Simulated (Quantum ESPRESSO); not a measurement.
SnO2 (Cassiterite, P4_2/mnm), O K edge of atom 3, with 3 Sn at 2.05 Å (distorted trigonal planar, site symmetry m2m). Method: Quantum ESPRESSO XSpectra, PBE, full core hole (charged cell), 12-atom cell with 5.7 Å between holes, 5×5×5 k points, dipole transitions, Lorentzian half width 0.3 eV up to 4 eV, rising linearly to 2.5 eV at 25 eV (counted from xe0, 0.4 eV below the zero used here).

```
CELL_PARAMETERS angstrom
4.73800 0.00000 0.00000
0.00000 4.73800 0.00000
0.00000 0.00000 3.18650
ATOMIC_POSITIONS crystal
Sn 0.50000 0.50000 0.50000
Sn 0.00000 0.00000 0.00000
O 0.80710 0.19290 0.50000
O 0.69290 0.69290 0.00000
O 0.19290 0.80710 0.50000
O 0.30710 0.30710 0.00000
```

Energy from the lowest empty level; a common scale on which the isotropic spectrum has a mean of 1 over the first 20 eV.

```
E (eV)  curve 1  curve 2
  -2.0     0.02     0.03
  -1.5     0.03     0.04
  -1.0     0.03     0.05
  -0.5     0.04     0.06
   0.0     0.05     0.08
   0.5     0.08     0.12
   1.0     0.14     0.20
   1.5     0.20     0.28
   2.0     0.40     0.62
   2.5     0.62     0.86
   3.0     1.03     1.63
   3.5     1.28     2.11
   4.0     1.31     3.14
   4.5     1.21     3.07
   5.0     0.98     2.15
   5.5     0.86     1.50
   6.0     0.80     1.09
   6.5     0.92     1.18
   7.0     1.09     1.50
   7.5     1.31     1.66
   8.0     1.45     1.72
   8.5     1.61     1.81
   9.0     1.94     1.96
   9.5     2.24     1.85
  10.0     2.22     1.51
  10.5     2.05     1.26
  11.0     1.82     1.13
  11.5     1.53     1.02
  12.0     1.22     0.88
  12.5     0.97     0.75
  13.0     0.81     0.65
  13.5     0.71     0.58
  14.0     0.65     0.52
  14.5     0.60     0.48
  15.0     0.57     0.47
  15.5     0.56     0.47
  16.0     0.55     0.49
  16.5     0.56     0.52
  17.0     0.58     0.54
  17.5     0.61     0.55
  18.0     0.63     0.56
  18.5     0.65     0.57
  19.0     0.67     0.58
  19.5     0.68     0.60
  20.0     0.68     0.61
  20.5     0.68     0.63
  21.0     0.69     0.65
  21.5     0.69     0.67
  22.0     0.70     0.70
  22.5     0.71     0.74
  23.0     0.72     0.78
  23.5     0.73     0.82
  24.0     0.73     0.87
  24.5     0.73     0.92
  25.0     0.74     0.96
  25.5     0.75     1.00
  26.0     0.76     1.02
  26.5     0.77     1.03
  27.0     0.78     1.02
  27.5     0.78     1.00
  28.0     0.79     0.98
  28.5     0.79     0.95
  29.0     0.80     0.92
  29.5     0.82     0.90
  30.0     0.84     0.90
  30.5     0.86     0.90
  31.0     0.89     0.90
  31.5     0.91     0.91
  32.0     0.93     0.91
```

The curves are for the electric vector along different Cartesian axes of the cell as given, averaged over the symmetry-equivalent atoms. Which is which?

Curve 1: along x (⊥ c) (the other in-plane axis gives the same curve within 3 %), main maxima 3.3 eV (1.33), 4.2 eV (1.42) and 9.7 eV (2.27). Curve 2: along z (c), main maxima 4.2 eV (3.27) and 9.0 eV (1.97). A K edge sees empty p states on the absorber. Each direction probes the empty orbitals that point along it. The holes are only 5.7 Å apart, so the shape is probably not converged with cell size; no larger cell was run here. The structure is a published determination, not relaxed.

[Banner, clock and machine lines of the logs are left out without a mark of their own.]

[Logs are printed without paths, hosts, clocks, repeated set-up lines and the standing remarks that a program may print on its own settings, such as how far it seeks lower states.]

[Hosts, paths, dates, database ids (printed as entryN), source tags and the programs' standing remarks are cut or masked in the printed files.]

[Lists of maxima count a maximum above −3 eV only where it reaches 4 % of the highest in the window and stands out from its surroundings by 2 % of it (1.5 % where it reaches 55 %); shoulders and weaker maxima are passed over, and of the rest the first, up to two pre-edge ones and the few strongest are named.]
